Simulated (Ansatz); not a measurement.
# CrGe2As4 monolayer in a perpendicular field, part 2 of 2

What dipole does a perpendicular field induce in the CrGe2As4 monolayer? A positive field points along +c.

Ansatz 0.2.0; plane-wave DFT, PBE-D3(BJ), Ansatz PAW.

So far. Step 2 (Relaxation): The lattice constant a goes from 3.730 to 3.670 Å.

## Step 3: Atoms held, field 0

A sawtooth potential applies the field, turning back in the middle of the vacuum. With the dipole correction the typed value is the field outside the slab. The induced dipole is small, so the SCF threshold is tight.

The cell differs from the one that the last finished run ended in (c 48.178 → 27.959 Å).

input.yaml

```yaml
crystal:
  lattice:
    - [3.6700855904, 0.0, 0.0]
    - [-1.8350427952, 3.1783873553, 0.0]
    - [0.0, 0.0, 27.9587442024]
  atoms:
    - { symbol: As, position: [0.0, 0.0, 0.32190287], spin: -0.01 }
    - { symbol: Ge, position: [0.3333333333, 0.6666666667, 0.3641099973], spin: 0.01 }
    - { symbol: As, position: [0.3333333333, 0.6666666667, 0.451531141], spin: -0.11 }
    - { symbol: Cr, position: [0.0, 0.0, 0.5], spin: 2.06 }
    - { symbol: As, position: [0.3333333333, 0.6666666667, 0.548468859], spin: -0.11 }
    - { symbol: Ge, position: [0.3333333333, 0.6666666667, 0.6358900027], spin: 0.01 }
    - { symbol: As, position: [0.0, 0.0, 0.67809713], spin: -0.01 }
magnetization:
  spin_polarized: true
kpoints:
  mp_grid: { grid: [12, 12, 1] }
  band_path:
    path: [[0, 0, 0], [0.5, 0, 0], [0.33333333, 0.33333333, 0], [0, 0, 0]]
    npoints: 16
hamiltonian:
  xc: pbe
  dispersion: d3bj
scf:
  occupations: { method: fermi_dirac, width: 0.02585 }
  convergence: { dr2_threshold: 1.0e-10 }
efield:
  axis: 3
  dipole_correction: true
  ramp_position: 0.97
  ramp_width: 0.06
  amplitude: 0
output:
  dos: { projected: true, e_range: [-6, 5] }
  write_potential: true
  write_density: true
  volumetric_format: npy
  elf: true
```

Launch:

```console
ansatz run input.yaml --threads 4 --pin off --max-ram 6144MiB --backend cpu --events-out ev --progress --plain --runs-dir out
```

Numbers of over 12 decimals in the logs are rounded to 6 here.

What it wrote:

```text
[...]
Crystal: 7 atoms, lattice volume = 326.137 Å³
Basis set: ecut = 420 eV, 6357 PW (Γ)
Bands: 63, of which v1, the nominal top of the filled ones, is band 51 counted from 1 (50 counted from 0)
Symmetry: 6 space group operations
k-points: 19 of 144 (time reversal used)
[...]
Starting moments: Σ|m| = 2.32 μB on 7 of 7 sites
[...]
SCF iter   1: F=—  HF=-31390.533760 eV  |F-HF|=—  |Δ(HF+E_count)|=         —  Δρ=3.86e-2 (↑3.86e-2 ↓1.25e-2)  dr2=5.73e0  dr2_m=1.22e0  M=0.410 μB ∫|m|=0.897 μB  β_m=0.39  ethr=3.10e-3  p=0.000 e·Å  D=2.68e-13 V/Å  ΔV_dip=-0.00 eV  dr2_dipole=1.13e-7  V_vac-E_F(+/−)=5.18/5.18 eV  ⟨swp⟩=7.9  Hψ=9524  notcnv=0  defer=2
[...]
efield: sawtooth ramp at fractional position 0.9700 (set: `efield.ramp_position`, or a place that a band, a saddle search or an elastic batch's reference lends), width 0.0600; the density the first Hamiltonian is built on has a dipole p = 0.000 e·Å; the dipole correction subtracts the counter field D = 2.68e-13 V/Å, which shifts the + side's vacuum level by -0.00 eV against the − side's; the planar-averaged density in the ramp window peaks in size at 1.8e-6 e/Å³
[...]
SCF iter   2: F=—  HF=-31392.077399 eV  |F-HF|=—  |Δ(HF+E_count)|=    1.54e0  Δρ=2.06e-2 (↑2.06e-2 ↓9.21e-3)  dr2=1.47e0  dr2_m=4.34e-1  M=0.445 μB ∫|m|=0.881 μB  β_m=0.48  ethr=3.10e-3  p=0.000 e·Å  D=9.54e-5 V/Å  ΔV_dip=-0.00 eV  dr2_dipole=1.07e-5  V_vac-E_F(+/−)=4.82/4.82 eV  ⟨swp⟩=2.6  Hψ=5038  notcnv=0  defer=163
density mixer auto → msr1: a metal under ldos (density of states about μ 0.75 of a free-electron gas's, 74 screened modes)
SCF iter   3: F=—  HF=-31394.149953 eV  |F-HF|=—  |Δ(HF+E_count)|=    2.07e0  Δρ=3.53e-3 (↑3.53e-3 ↓3.36e-3)  dr2=1.26e-1  dr2_m=1.55e-2  M=0.494 μB ∫|m|=0.855 μB  β_m=0.58  ethr=1.44e-3  p=0.000 e·Å  D=3.23e-5 V/Å  ΔV_dip=-0.00 eV  dr2_dipole=1.04e-6  V_vac-E_F(+/−)=4.99/4.99 eV  ⟨swp⟩=2.6  Hψ=4031  notcnv=0  defer=163
[...]
SCF iter  20: F=-31394.501762 eV  HF=-31394.501762 eV  |F-HF|=7.28e-12  |Δ(HF+E_count)|=  6.91e-11  Δρ=1.80e-8 (↑1.72e-8 ↓1.80e-8)  dr2=3.92e-12  dr2_m=5.96e-13  M=1.964 μB ∫|m|=2.774 μB  ethr=1.00e-12  p=-0.000 e·Å  D=-2.72e-8 V/Å  ΔV_dip=0.00 eV  dr2_dipole=4.10e-15  V_vac-E_F(+/−)=4.78/4.78 eV  ⟨swp⟩=10.5  Hψ=7534  notcnv=0
[...]
SCF 1 converged in 20 iterations: F = -31394.501762 eV  dr2 = 3.92e-12
[...]
NSCF: frozen V_eff on 49 k-points
efield: sawtooth ramp at fractional position 0.9700 (kept from the solve that this one continues, or follows in the run), width 0.0600; the density the first Hamiltonian is built on has a dipole p = -0.000 e·Å; the dipole correction subtracts the counter field D = -2.72e-8 V/Å, which shifts the + side's vacuum level by +0.00 eV against the − side's; the planar-averaged density in the ramp window peaks in size at 1.9e-6 e/Å³
SCF converged after 20 iterations
Magnetization: 1.9635 μB (51.9818 up, 50.0182 down)
Absolute magnetization: 2.7661 μB (∫|ρ↑−ρ↓|, with the PAW one-centre terms)
[...]
Per-site moments (μB) at R_I (Å): [(-0.00633817, 1.000462), (0.00950054, 1.000462), (-0.114507, 1.008226), (2.072847, 1.037519), (-0.114507, 1.008226), (0.00950054, 1.000462), (-0.00633817, 1.000462)]
Free energy (F): -31394.501762 eV
[...]
Internal energy: -31394.500365 eV  (E = F + TS)
E sigma→0 (E₀):  -31394.501064 eV
Entropy (-TS):   -0.001397 eV (-0.200 meV/atom)
Fermi energy:    1.837943 eV
Dipole field:    D = 0.000000 V/Å  (p = 0.000000 e·Å, saw-weighted, corrected)
Work function:   Φ+ = 4.7810 eV   Φ− = 4.7810 eV
Levels:          The Fermi level and band energies are counted from a zero that moves with the ramp; work functions are not
[...]
--- Band table (eV; the first three rows and the last of 38) ---
  k-point 0 ↑: bands = [... 47 lower, 1.4616, 1.4616, 1.4770, 1.4770, 3.5423, 3.8039, 4.1008, 4.1008, ... 8 higher]
  k-point 1 ↑: bands = [... 47 lower, 0.9471, 1.1166, 1.2636, 1.2866, 3.5647, 3.8675, 3.9564, 4.1255, ... 8 higher]
  k-point 2 ↑: bands = [... 47 lower, 0.7977, 0.8227, 0.8691, 1.0753, 2.8310, 3.2599, 3.5381, 4.1367, ... 8 higher]
  k-point 18 ↓: bands = [... 47 lower, -0.5441, 0.0773, 0.7201, 2.6031, 2.8842, 3.3068, 3.3956, 3.5986, ... 8 higher]
```

Run time: 47 s. Hardware: 4 threads of Intel Xeon Platinum 8375C at 2.90GHz (Ice Lake), shared host; peak memory 1.5 GiB.

Numbers from this step:

- energy at zero smearing: -31394.5011 eV
- total moment: 1.964 μB
- site moments: -0.006338, 0.009501, -0.1145, 2.073, -0.1145, 0.009501, -0.006338 μB
- work function, upper face: 4.781 eV
- dipole along the normal: 7.26e-8 e·Å

Running mean over a fixed 2.8 Å (it still follows the layers) of the planar mean; the ramp of the sawtooth is left out. Table of electron's electrostatic potential energy less the Fermi level by z:

| z (Å) | electron's electrostatic potential energy less the Fermi level (eV) |
| --- | --- |
| 3.5 | 4.78 |
| 4.0 | 4.78 |
| 4.5 | 4.78 |
| 5.0 | 4.78 |
| 5.5 | 4.77 |
| 6.0 | 4.72 |
| 6.5 | 4.54 |
| 7.0 | 3.84 |
| 7.5 | 2.62 |
| 8.0 | 1.17 |
| 8.5 | -1.04 |
| 9.0 | -3.19 |
| 9.5 | -4.48 |
| 10.0 | -4.18 |
| 10.5 | -3.57 |
| 11.0 | -2.87 |
| 11.5 | -1.68 |
| 12.0 | -1.32 |
| 12.5 | -2.29 |
| 13.0 | -3.97 |
| 13.5 | -4.96 |
| 14.0 | -5.09 |
| 14.5 | -4.92 |
| 15.0 | -3.84 |
| 15.5 | -2.17 |
| 16.0 | -1.29 |
| 16.5 | -1.77 |
| 17.0 | -2.96 |
| 17.5 | -3.61 |
| 18.0 | -4.24 |
| 18.5 | -4.45 |
| 19.0 | -3.03 |
| 19.5 | -0.855 |
| 20.0 | 1.31 |
| 20.5 | 2.72 |
| 21.0 | 3.93 |
| 21.5 | 4.57 |
| 22.0 | 4.73 |
| 22.5 | 4.77 |
| 23.0 | 4.78 |
| 23.5 | 4.78 |
| 24.0 | 4.78 |
| 24.5 | 4.78 |

The density of states has structure finer than the step of the table below, so its rows give means over 0.25 eV, whole bins alone (the curve runs from -6 to 1.99 eV). Peaks (eV: height): total -2.580: 8.69, -2.530: 9.26, -2.420: 8.62, -1.780: 9.69, -1.480: 10.4, -1.180: 9.43, 1.690: 8.70; up -5.750: 4.62, -2.580: 5.75, -2.530: 6.00, -1.860: 5.32, -1.670: 5.20, -1.620: 4.62, -1.480: 8.28; down -3.820: 4.63, -3.770: 4.02, -2.420: 5.01, -2.170: 4.30, -1.780: 5.56, -1.180: 7.39, 1.690: 7.57.

Density of states against energy, zero at the Fermi level; means over each step; values in states/eV a cell:

| energy (eV) | total | up | down |
| --- | --- | --- | --- |
| -5.75 | 1.19 | 0.813 | 0.372 |
| -5.50 | 0 | 0 | 0 |
| -5.25 | 0 | 0 | 0 |
| -5.00 | 0.602 | 0.602 | 0 |
| -4.75 | 4.58 | 2.43 | 2.15 |
| -4.50 | 4.02 | 1.89 | 2.13 |
| -4.25 | 2.43 | 1.13 | 1.29 |
| -4.00 | 3.10 | 1.65 | 1.44 |
| -3.75 | 4.58 | 2.14 | 2.44 |
| -3.50 | 2.70 | 1.38 | 1.31 |
| -3.25 | 3.35 | 1.80 | 1.55 |
| -3.00 | 3.39 | 1.67 | 1.73 |
| -2.75 | 4.81 | 2.85 | 1.95 |
| -2.50 | 7.63 | 4.29 | 3.34 |
| -2.25 | 7.08 | 3.41 | 3.68 |
| -2.00 | 5.56 | 3.50 | 2.06 |
| -1.75 | 7.30 | 4.29 | 3.01 |
| -1.50 | 7.82 | 5.44 | 2.38 |
| -1.25 | 7.80 | 2.87 | 4.92 |
| -1.00 | 4.37 | 1.94 | 2.43 |
| -0.75 | 2.99 | 1.77 | 1.22 |
| -0.50 | 1.66 | 1.00 | 0.660 |
| -0.25 | 1.57 | 1.39 | 0.173 |
| 0.00 | 1.45 | 1.21 | 0.243 |
| 0.25 | 1.63 | 0.803 | 0.829 |
| 0.50 | 2.37 | 0.666 | 1.71 |
| 0.75 | 2.46 | 1.44 | 1.03 |
| 1.00 | 3.08 | 2.12 | 0.963 |
| 1.25 | 3.44 | 1.91 | 1.53 |
| 1.50 | 3.57 | 1.56 | 2.00 |
| 1.75 | 6.76 | 1.92 | 4.84 |

Projected DOS per atom over height of the atomic layer and energy from the Fermi level. Layers: As Ge As Cr As Ge As from below.

Ten even steps from '0' (0.00 states/eV) to '9' (3.24 states/eV), each cell a mean:
```
1118111
1014101
0014100
0004000
0004000
0002000
0002000
1003001
2025202
2139312
3135313
3123213
3233323
1111111
1111111
1111111
1111111
0121210
1121211
0000000
0000000
0000000
```
Columns: height of the atomic layer (Å) from 9 to 19.0 (not evenly spaced); rows upwards: energy from the Fermi level (eV) from -5.96 to 1.96.

Projected DOS per atom, spin up over height of the atomic layer and energy from the Fermi level. Layers: As Ge As Cr As Ge As from below.

Ten even steps from '0' (0.00 states/eV) to '9' (2.58 states/eV), each cell a mean:
```
0011100
0001000
0012100
0002000
0001000
0002000
0002000
0003000
1003001
1019101
2115112
1112111
2123212
1011101
0001000
1001001
0011100
0010100
0111110
0000000
0000000
0000000
```
Columns: height of the atomic layer (Å) from 9 to 19.0 (not evenly spaced); rows upwards: energy from the Fermi level (eV) from -5.96 to 1.96.

Projected DOS per atom, spin down over height of the atomic layer and energy from the Fermi level. Layers: As Ge As Cr As Ge As from below.

Ten even steps from '0' (0.00 states/eV) to '9' (2.55 states/eV), each cell a mean:
```
1019101
0004000
0002000
0003000
0003000
0000000
0000000
0001000
2023202
1022201
1011101
2111112
2121212
1010101
1000001
1110111
0010100
0010100
0110110
0000000
0000000
0000000
```
Columns: height of the atomic layer (Å) from 9 to 19.0 (not evenly spaced); rows upwards: energy from the Fermi level (eV) from -5.96 to 1.96.

Deep bands are left out, so band numbers here count from the lowest band kept and differ from the log's. The electronic bands at the labelled points (eV, zero at the Fermi level; # counts the bands kept):

| point | up #12 | up #13 | up #14 | up #15 | down #9 | down #11 | down #12 | down #13 |
| --- | --- | --- | --- | --- | --- | --- | --- | --- |
| Γ | -0.36 | -0.36 | 1.70 | 1.97 | -0.34 | -0.19 | -0.19 | 0.79 |
| halfway | -1.28 | -1.05 | 0.39 | 1.15 | -1.61 | -0.97 | -0.91 | 0.59 |
| M | -1.59 | -1.51 | -0.66 | -0.04 | -2.18 | -1.39 | -1.04 | -0.03 |
| halfway | -1.43 | -1.38 | -0.89 | -0.29 | -2.29 | -1.80 | -1.25 | 0.40 |
| K | -1.18 | -1.11 | -1.11 | -0.30 | -2.65 | -1.76 | -1.12 | 0.77 |
| halfway | -1.36 | -1.07 | 0.20 | 0.54 | -1.73 | -1.18 | -0.97 | 0.58 |
| Γ | -0.36 | -0.36 | 1.70 | 1.97 | -0.34 | -0.19 | -0.19 | 0.79 |

Spin density in the ca plane at fractional y = 0.667, with atoms of Ge and As within 0.2 Å of it.

Values in units of 1e-2 e/Å³, 6 rows by 16 columns, each cell a mean:
```
 0.0  0.0  0.0  0.0  0.0  0.0  0.0  0.0 -0.1  0.0 -0.2  0.8  7.6  1.2 -0.3  0.0
 0.0  0.0  0.0  0.0  0.0  0.0  0.0  0.0  0.0  0.0 -0.5  0.2  6.1  0.6 -0.5  0.0
 0.0  0.0  0.0  0.0  0.0  0.0  0.0  0.1  0.0  0.2 -1.3 -2.4  1.0 -2.2 -1.5  0.2
 0.0  0.0  0.0  0.0  0.0  0.0  0.0  0.1 -0.1  0.5 -0.2 -0.5 -1.1 -0.7 -0.2  0.5
 0.0  0.0  0.0  0.0  0.0  0.0  0.0  0.1  0.0  0.4 -0.7 -1.6 -0.7 -1.6 -0.8  0.4
 0.0  0.0  0.0  0.0  0.0  0.0  0.0  0.0  0.0  0.1 -1.1 -1.7  2.5 -1.4 -1.3  0.1
```
Columns run along c (16.0 Å, from fractional 0.06 to 0.63 of the cell), rows up along a (3.7 Å). Atoms in or near the plane, at fractional coordinates: Ge at (0.36, 0.33), As at (0.45, 0.33), As at (0.55, 0.33).

Electrostatic potential energy in the ca plane at fractional y = 0.667, with atoms of Ge and As within 0.2 Å of it. With pseudopotentials it is smooth inside the atoms' cores, unlike the true potential.

Ten even steps from '0' (-33 eV) to '9' (7 eV), each cell a mean:
```
99999999987788999999998878899999999887789999
99999999887789999999998777899999999887789999
99999999987788899999998878899999998887789999
99999999998877788987778888877789877778899999
99999999998742247865555887555578742247899999
99999999998510015756984686489657510016899999
99999999998500005748995676599747400005899999
99999999998610016755874786488557610026899999
99999999998753358875446888644578753357899999
99999999988887789998778888877899987788889999
```
Columns run along c (16.0 Å, from fractional 0.19 to 0.76 of the cell; values clipped at the 3rd and 97th percentile), rows up along a (3.7 Å). Atoms in or near the plane, at fractional coordinates: Ge at (0.36, 0.33), As at (0.45, 0.33), As at (0.55, 0.33), Ge at (0.64, 0.33).

ELF in the ca plane at fractional y = 0.667, with atoms of Ge and As within 0.2 Å of it. It is the smooth field of the valence electrons, not physical close to the nuclei.

Ten even steps from '0' (0.00) to '9' (0.71), each cell a mean:
```
00000000000000125798877753111355311135531113
00000000000000136899877641000233211123320002
00000000000000024788878753212467421247642123
00000000000000002356788765446899853589986445
00000000000000000123566445688888964698888865
00000000000000000001343103699634764674369963
00000000000000000001343002699523664663259962
00000000000000000001344113699645764675479963
00000000000000000123566545678889964699888765
00000000000000012467788765445799842489975445
```
Columns run along c (16.0 Å, from fractional 0.06 to 0.63 of the cell), rows up along a (3.7 Å). Atoms in or near the plane, at fractional coordinates: Ge at (0.36, 0.33), As at (0.45, 0.33), As at (0.55, 0.33).

The work function of the upper face is 4.78 eV.

## Step 4: Atoms held, field 0.1 V/Å

Edit input.yaml of step 3 so:

```diff
@@ -31,5 +31,4 @@
   ramp_width: 0.06
-  amplitude: 0
+  amplitude: 0.1
 output:
-  dos: { projected: true, e_range: [-6, 5] }
   write_potential: true
@@ -37,2 +36 @@
   volumetric_format: npy
-  elf: true
```

What it wrote:

```text
[...]
Crystal: 7 atoms, lattice volume = 326.137 Å³
Basis set: ecut = 420 eV, 6357 PW (Γ)
Bands: 63, of which v1, the nominal top of the filled ones, is band 51 counted from 1 (50 counted from 0)
Symmetry: 6 space group operations
k-points: 19 of 144 (time reversal used)
[...]
Starting moments: Σ|m| = 2.32 μB on 7 of 7 sites
[...]
k-point 0 ↑: bands = [... 47 lower, 1.4511, 1.4511, 1.4866, 1.4866, 3.5395, 3.8052, 4.1002, 4.1002, ... 8 higher]
  k-point 1 ↑: bands = [... 47 lower, 0.9460, 1.1168, 1.2551, 1.2943, 3.5638, 3.8669, 3.9559, 4.1237, ... 8 higher]
  k-point 2 ↑: bands = [... 47 lower, 0.7970, 0.8177, 0.8733, 1.0752, 2.8303, 3.2594, 3.5376, 4.1356, ... 8 higher]
  k-point 18 ↓: bands = [... 47 lower, -0.5446, 0.0767, 0.7201, 2.6026, 2.8836, 3.3063, 3.3952, 3.5979, ... 8 higher]
[key lines of the parts left out:]
SCF converged after 20 iterations
Magnetization: 1.9635 μB (51.9818 up, 50.0182 down)
Free energy (F): -31394.505690 eV
Fermi energy:    1.837463 eV
Dipole field:    D = 0.043585 V/Å  (p = 0.078555 e·Å, saw-weighted, corrected)
```

The job ended after 45 s (4 threads; peak memory 1.5 GiB).

The dipole is 0.0786 e·Å.

## Step 5: Single point, field -0.1 V/Å

Edit input.yaml of step 4 so:

```diff
@@ -31,3 +31,3 @@
   ramp_width: 0.06
-  amplitude: 0.1
+  amplitude: -0.1
 output:
```

What it wrote:

```text
[...]
Crystal: 7 atoms, lattice volume = 326.137 Å³
Basis set: ecut = 420 eV, 6357 PW (Γ)
Bands: 63, of which v1, the nominal top of the filled ones, is band 51 counted from 1 (50 counted from 0)
Symmetry: 6 space group operations
k-points: 19 of 144 (time reversal used)
[...]
Starting moments: Σ|m| = 2.32 μB on 7 of 7 sites
[...]
k-point 0 ↑: bands = [... 47 lower, 1.4511, 1.4511, 1.4866, 1.4866, 3.5395, 3.8052, 4.1002, 4.1002, ... 8 higher]
  k-point 1 ↑: bands = [... 47 lower, 0.9460, 1.1168, 1.2551, 1.2943, 3.5638, 3.8669, 3.9559, 4.1237, ... 8 higher]
  k-point 2 ↑: bands = [... 47 lower, 0.7970, 0.8177, 0.8733, 1.0752, 2.8303, 3.2594, 3.5376, 4.1356, ... 8 higher]
  k-point 18 ↓: bands = [... 47 lower, -0.5446, 0.0767, 0.7201, 2.6026, 2.8836, 3.3063, 3.3952, 3.5979, ... 8 higher]
[key lines of the parts left out:]
SCF converged after 20 iterations
Magnetization: 1.9635 μB (51.9818 up, 50.0182 down)
Free energy (F): -31394.505690 eV
Fermi energy:    1.837463 eV
Dipole field:    D = -0.043585 V/Å  (p = -0.078556 e·Å, saw-weighted, corrected)
```

Wall time 48 s (4 threads); peak memory 1.5 GiB; 3.1 min of CPU time.

The dipole is -0.0786 e·Å.

## Step 6: Response, atoms held

This step: plane-wave DFT, PBE-D3(BJ), Ansatz PAW; response to a field along the normal, atoms held (Ansatz 0.2.0).

The dipoles give the slope, and the difference of two potentials shows where the field is screened.

This step gave:

| Property | Result |
| --- | --- |
| equivalent conductor thickness p/(ε₀AE) | 12.19 Å |
| distance between the outer atoms | 9.959 Å |

The dipole of the cell by applied field:

| applied field (V/Å) | dipole of the cell (e·Å) |
| --- | --- |
| -0.1000 | -0.0786 |
| 0.0000 | 0 |
| 0.1000 | 0.0786 |

The total moment stays at 1.96 μB for applied field from -0.1 to 0.1 V/Å.

Local field over the applied field, running mean. From the potentials at -0.1 and 0.1 V/Å; running mean over 2.5 Å. Table of local field over applied field by z:

z (Å), local field over applied field and a bar:
```
      4.5      0.998 ##############################
      5.0      0.993 ##############################
      5.5      0.981 #############################
      6.0      0.952 #############################
      6.5      0.884 ###########################
      7.0      0.761 #######################
      7.5      0.592 ##################
      8.0      0.413 ############
      8.5      0.241 #######
      9.0      0.106 ###
      9.5      0.045 #
     10.0      0.032 #
     10.5      0.034 #
     11.0      0.048 #
     11.5      0.057 #
     12.0      0.042 #
     12.5      0.031 #
     13.0      0.032 #
     13.5      0.023 
     14.0      0.015 
     14.5      0.025 
     15.0      0.033 #
     15.5      0.032 #
     16.0      0.044 #
     16.5      0.057 #
     17.0      0.046 #
     17.5      0.033 #
     18.0      0.033 #
     18.5      0.047 #
     19.0      0.115 ###
     19.5      0.254 #######
     20.0      0.428 #############
     20.5      0.607 ##################
     21.0      0.773 #######################
     21.5      0.892 ###########################
     22.0      0.955 #############################
     22.5      0.983 ##############################
     23.0      0.994 ##############################
     23.5      0.998 ##############################
```

Electrons, planar mean, per unit field. Induced electron density against z:

| z (Å) | induced electron density (e/Å³ per V/Å) |
| --- | --- |
| 4.5 | 1.0e-5 |
| 5.0 | 3.0e-5 |
| 5.5 | 8.7e-5 |
| 6.0 | 2.4e-4 |
| 6.5 | 6.1e-4 |
| 7.0 | 0.00142 |
| 7.5 | 0.00279 |
| 8.0 | 0.00351 |
| 8.5 | 0.00154 |
| 9.0 | 6.8e-4 |
| 9.5 | 5.5e-4 |
| 10.0 | -5.8e-4 |
| 10.5 | -8.5e-4 |
| 11.0 | 4.2e-4 |
| 11.5 | 7.1e-5 |
| 12.0 | -2.0e-4 |
| 12.5 | 7.6e-4 |
| 13.0 | 1.8e-4 |
| 13.5 | -7.8e-4 |
| 14.0 | 4.2e-5 |
| 14.5 | 7.7e-4 |
| 15.0 | -2.8e-4 |
| 15.5 | -7.3e-4 |
| 16.0 | 2.7e-4 |
| 16.5 | -1.3e-4 |
| 17.0 | -3.9e-4 |
| 17.5 | 9.4e-4 |
| 18.0 | 4.6e-4 |
| 18.5 | -5.8e-4 |
| 19.0 | -7.1e-4 |
| 19.5 | -0.00171 |
| 20.0 | -0.00352 |
| 20.5 | -0.00267 |
| 21.0 | -0.00133 |
| 21.5 | -5.6e-4 |
| 22.0 | -2.2e-4 |
| 22.5 | -8.0e-5 |
| 23.0 | -2.8e-5 |
| 23.5 | -9.4e-6 |

By hand: between -0.1 and 0.1 V/Å the dipole changes by 0.1571 e·Å, a slope of 0.7856 e·Å²/V. A perfect conductor of thickness t has p = ε₀AEt, so t = 180.95 × 0.7856 / 11.665 = 12.19 Å (e/ε₀ = 180.95 V·Å, A in Å²).

The induced dipole is that of a conductor 12.19 Å thick.

## Step 7: Summary of results

```yaml
gap_without_field: none
work_function_upper_face: 4.78 eV
equivalent_conductor_thickness_atoms_held: 12.2 Å
```

**Reading.** The induced dipole equals that of a perfect conductor 12.19 Å thick, while the outer atoms lie 9.96 Å apart. There is no gap over 0.03 eV, with or without the field. For an open d or f shell that can be the fault of a semilocal functional without a Hubbard term. The magnetic order is the one reached from the typed start; other orders were not compared. Spin-orbit coupling is left out. The outer anions sit over the metal atoms, one of several polytypes of such layers and not the lowest for every compound.

[Logs are printed without paths, hosts, clocks, repeated set-up lines and the standing remarks that a program may print on its own settings, such as how far it seeks lower states.]

[Hosts, paths, dates, database ids (printed as entryN), source tags and the programs' standing remarks are cut or masked in the printed files.]

[Maps of the electrostatic potential energy from Ansatz leave out the sawtooth potential of an applied field or a dipole correction, so their vacuum need not be flat; planar profiles and work functions include it.]
